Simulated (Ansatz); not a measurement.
# The false plateau in GW convergence: SiO2 (I-42d), part 2 of 2

Aim: vary empty bands and screening cutoff apart and together in G0W0 on SiO2 (I-42d).

Ansatz 0.2.0; G0W0 on LDA, plane waves, PAW; PAW set soft_1. Known limits of the many-body steps: not at the basis limit.

So far. Step 7 (352 empty bands, screening to 150 eV): The G0W0 gap on the mesh is 9.047 eV.

## (8) 625 empty bands, screening to 220 eV

Input file input.yaml:

```yaml
crystal:
  lattice:
    - [-2.37405, 2.37405, 3.744]
    - [2.37405, -2.37405, 3.744]
    - [2.37405, 2.37405, -3.744]
  atoms:
    - { symbol: Si, position: [0.0, 0.0, 0.0] }
    - { symbol: Si, position: [0.75, 0.25, 0.5] }
    - { symbol: O, position: [0.99838, 0.625, 0.87338] }
    - { symbol: O, position: [0.375, 0.24838, 0.37338] }
    - { symbol: O, position: [0.75162, 0.125, 0.12662] }
    - { symbol: O, position: [0.875, 0.00162, 0.62662] }
kpoints:
  mp_grid: { grid: [4, 4, 4] }
hamiltonian:
  xc: lda
  pseudopotentials: { kind: paw, azcp: { folder: soft_1 }, xc_functional: pbe }
scf:
  occupations: { method: fixed }
gw:
  n_empty_bands: 625
  ecut_chi: 220
  qp_bands: [v2, c2]
  qp_kpoints: band_edges
  screening: { model: contour_deformation }
```

On the command line:

```sh
$ ansatz run input.yaml --threads 3 --pin off --max-ram 92160MiB --backend cuda --events-out ev --progress --plain --runs-dir out --devices 1 --max-vram 13GiB
```

Numbers of over 12 decimals in the logs are rounded to 6 here.

The program printed:

```text
GPUs: using 1 of 1 available (devices: 1).
[...]
GPU FFT provider: cuFFT
GPU libraries: cuBLAS 13.8.2, cuFFT 12.4.0, cuSOLVER 12.3.4
Crystal: 6 atoms, lattice volume = 84.406 Å³
Basis set: ecut = 420 eV, 1637 PW (Γ)
Bands: 22, of which v1, the nominal top of the filled ones, is band 16 counted from 1 (15 counted from 0)
Symmetry: 8 space group operations
[...]
k-points: 13 of 64 (time reversal used)
[...]
1    18     10.1317    -6.0131    -4.0946   -11.9395  0.8565    11.9859    11.9634  root
[...]
12    15      0.7013   -26.4405     3.9178   -20.6274  0.7986    -1.2264    -1.1940  root
    12    16      0.7013   -26.4405     3.9178   -20.6274  0.7986    -1.2264    -1.1940  root
    12    17      9.5984    -7.4238    -3.6428   -12.7362  0.8536    11.2860    11.2680  root
    12    18      9.5984    -7.4238    -3.6428   -12.7362  0.8536    11.2860    11.2680  root
[key lines of the parts left out:]
SCF converged after 7 iterations
Free energy (F): -3445.348639 eV
Fermi energy:    0.804150 eV
```

Run time: 25 s. Hardware: 1 × NVIDIA H100 80GB HBM3 (shared by 6 runs) with 3 threads of AMD EPYC 7R13 (Zen 3), shared host; peak memory 2.1 GiB; 41 s of CPU time.

The G0W0 gap on the mesh is 9.149 eV.

## (9) 191 empty bands, screening to 300 eV

Changes to input.yaml since step 8:

```diff
@@ -20,4 +20,4 @@
 gw:
-  n_empty_bands: 625
-  ecut_chi: 220
+  n_empty_bands: 191
+  ecut_chi: 300
   qp_bands: [v2, c2]
```

The program printed:

```text
GPUs: using 1 of 1 available (devices: 1).
[...]
GPU FFT provider: cuFFT
GPU libraries: cuBLAS 13.8.2, cuFFT 12.4.0, cuSOLVER 12.3.4
Crystal: 6 atoms, lattice volume = 84.406 Å³
Basis set: ecut = 420 eV, 1637 PW (Γ)
Bands: 22, of which v1, the nominal top of the filled ones, is band 16 counted from 1 (15 counted from 0)
Symmetry: 8 space group operations
[...]
k-points: 13 of 64 (time reversal used)
[...]
1    18     10.1317    -6.0131    -3.9230   -11.9395  0.8570    12.1621    12.1350  root
[...]
12    15      0.7013   -26.4405     4.2339   -20.6274  0.7983    -0.8999    -0.8779  root
    12    16      0.7013   -26.4405     4.2339   -20.6274  0.7983    -0.8999    -0.8779  root
    12    17      9.5984    -7.4238    -3.4583   -12.7362  0.8537    11.4750    11.4525  root
    12    18      9.5984    -7.4238    -3.4583   -12.7362  0.8537    11.4750    11.4525  root
[key lines of the parts left out:]
SCF converged after 7 iterations
Free energy (F): -3445.348639 eV
Fermi energy:    0.804150 eV
```

Wall time 22 s (1 × NVIDIA H100 80GB HBM3 (shared by 6 runs) with 3 threads); peak memory 2.8 GiB; 26 s of CPU time.

The G0W0 gap on the mesh is 8.994 eV.

## (10) 995 empty bands, screening to 300 eV

Changes to input.yaml since step 9:

```diff
@@ -20,3 +20,3 @@
 gw:
-  n_empty_bands: 191
+  n_empty_bands: 995
   ecut_chi: 300
```

The program printed:

```text
GPUs: using 1 of 1 available (devices: 1).
[...]
GPU FFT provider: cuFFT
GPU libraries: cuBLAS 13.8.2, cuFFT 12.4.0, cuSOLVER 12.3.4
Crystal: 6 atoms, lattice volume = 84.406 Å³
Basis set: ecut = 420 eV, 1637 PW (Γ)
Bands: 22, of which v1, the nominal top of the filled ones, is band 16 counted from 1 (15 counted from 0)
Symmetry: 8 space group operations
[...]
k-points: 13 of 64 (time reversal used)
[...]
1    18     10.1317    -6.0131    -4.1260   -11.9395  0.8564    11.9537    11.9321  root
[...]
12    15      0.7013   -26.4405     3.8244   -20.6274  0.7974    -1.3235    -1.2875  root
    12    16      0.7013   -26.4405     3.8244   -20.6274  0.7974    -1.3235    -1.2875  root
    12    17      9.5984    -7.4238    -3.6936   -12.7362  0.8532    11.2341    11.2173  root
    12    18      9.5984    -7.4238    -3.6936   -12.7362  0.8532    11.2341    11.2173  root
[key lines of the parts left out:]
SCF converged after 7 iterations
Free energy (F): -3445.348639 eV
Fermi energy:    0.804150 eV
```

Run time: 46 s. Hardware: 1 × NVIDIA H100 80GB HBM3 (shared by 6 runs) with 3 threads; peak memory 3.4 GiB; 76 s of CPU time.

The G0W0 gap on the mesh is 9.188 eV.

## (11) The grid

Start LDA, 4×4×4 mesh. Times are wall times on 1 × NVIDIA H100 80GB HBM3 (shared by 6 runs) with 3 threads of AMD EPYC 7R13 (Zen 3), shared host, good to a factor of about two.

```csv
cutoff (eV),plane waves at q = 0,bands summed,gap (eV),Σc valence (eV),Σc conduction (eV),time
50,61,83,8.799,4.44,-3.22,7.1 s
50,61,368,8.749,4.24,-3.46,21 s
100,179,207,8.885,4.27,-3.30,11 s
100,179,1011,8.916,4.13,-3.41,72 s
150,355,83,8.824,4.60,-3.03,12 s
150,355,368,9.047,4.08,-3.33,11 s
220,625,641,9.149,3.91,-3.39,25 s
300,991,207,8.994,4.23,-3.23,22 s
300,991,1011,9.188,3.82,-3.45,46 s
```

## (12) What came out

```json
{
  "83 bands, 50 eV": "8.799 eV",
  "368 bands, 50 eV": "8.749 eV",
  "207 bands, 100 eV": "8.885 eV",
  "1011 bands, 100 eV": "8.916 eV",
  "83 bands, 150 eV": "8.824 eV",
  "368 bands, 150 eV": "9.047 eV",
  "641 bands, 220 eV": "9.149 eV",
  "207 bands, 300 eV": "8.994 eV",
  "1011 bands, 300 eV": "9.188 eV",
  "estimated limit along the diagonal": "9.26 eV",
  "mesh and start": "4×4×4, LDA"
}
```

In words: At 50 eV, going from 83 to 368 bands moves the gap by −0.05 eV. At 100 eV, going from 207 to 1011 bands moves the gap by +0.03 eV. At 150 eV, going from 83 to 368 bands moves the gap by +0.22 eV. At 300 eV, going from 207 to 1011 bands moves the gap by +0.19 eV. At 83 bands, raising the cutoff from 50 to 150 eV moves it by +0.02 eV. At 368 bands, raising the cutoff from 50 to 150 eV moves it by +0.30 eV. At 207 bands, raising the cutoff from 100 to 300 eV moves it by +0.11 eV. At 1011 bands, raising the cutoff from 100 to 300 eV moves it by +0.27 eV. Along the diagonal, where both rise together, the two highest rungs point to 9.26 eV. Gaps are over the mesh's points; an edge off the mesh would be missed. A low cutoff hides what high bands add, so a band series at one cutoff can look settled before the gap is.

[Paths, hosts, dates, memory and timing lines, banners, echoed tables and standing remarks are left out of the program output.]

[Logs are printed without paths, hosts, clocks, repeated set-up lines and the standing remarks that a program may print on its own settings, such as how far it seeks lower states.]

[Runs of the session that timed out or met a known fault of the program may be left out.]

[Cells called generated may have been cut or substituted from an entry of the Crystallography Open Database or the Materials Project.]

[Hosts, paths, dates, database ids (printed as entryN), source tags and the programs' standing remarks are cut or masked in the printed files.]
